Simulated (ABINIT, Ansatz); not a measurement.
An input for ABINIT 10.8.3 (Sr2MgMoO6 (Fm-3m)):

```
acell 3*1.0 Angstrom
rprim 
  0.000000000000 4.001502000000 4.001502000000
  4.001502000000 0.000000000000 4.001502000000
  4.001502000000 4.001502000000 -0.000000000000
ntypat 4
znucl 38 12 42 8
natom 10
typat 1 1 2 3 4 4 4 4 4 4
xred 
  0.250000000000 0.250000000000 0.250000000000
  0.750000000000 0.750000000000 0.750000000000
  0.500000000000 0.500000000000 0.500000000000
  -0.000000000000 0.000000000000 0.000000000000
  0.757256000000 0.242744000000 0.242744000000
  0.242744000000 0.757256000000 0.757256000000
  0.242744000000 0.757256000000 0.242744000000
  0.757256000000 0.242744000000 0.757256000000
  0.242744000000 0.242744000000 0.757256000000
  0.757256000000 0.757256000000 0.242744000000
pp_dirpath "pseudos"
pseudos "Sr.upf, Mg.upf, Mo.upf, O.upf"
ecut 38
ngkpt 4 4 4
nshiftk 1
shiftk 0 0 0
kptopt 1
chksymbreak 0
nband 49
occopt 1
tolvrs 1e-10
nstep 60
prtwf 0
optforces 0
optstress 0
indata_prefix "in"
outdata_prefix "out"
tmpdata_prefix "tmp"
```

```sh
OMP_NUM_THREADS=1 mpirun -n 4 abinit run.abi > log
```

Question: Estimate wall time and host memory on 4 MPI ranks of Arm Neoverse N1, shared host.

It took 2.2 min; on shared hardware allow 65 s to 4.4 min. Peak host memory was 0.5 GiB.

[Paths, hosts, dates, memory and timing lines, banners, echoed tables and standing remarks are left out of the program output.]

[Logs are printed without paths, hosts, clocks, repeated set-up lines and the standing remarks that a program may print on its own settings, such as how far it seeks lower states.]

[Runs of the session that timed out or met a known fault of the program may be left out.]

[Hosts, paths, dates, database ids (printed as entryN), source tags and the programs' standing remarks are cut or masked in the printed files.]

[G0W0 gaps are taken among the corrected bands and points alone; a level outside them can change the order at an edge.]

[Where Ansatz stands beside ABINIT at settings called matched, ABINIT's density can come from a denser mesh and the files from another edition; pairs whose starting gaps differed by over 0.03 eV were left out, so agreement reads better than it is.]
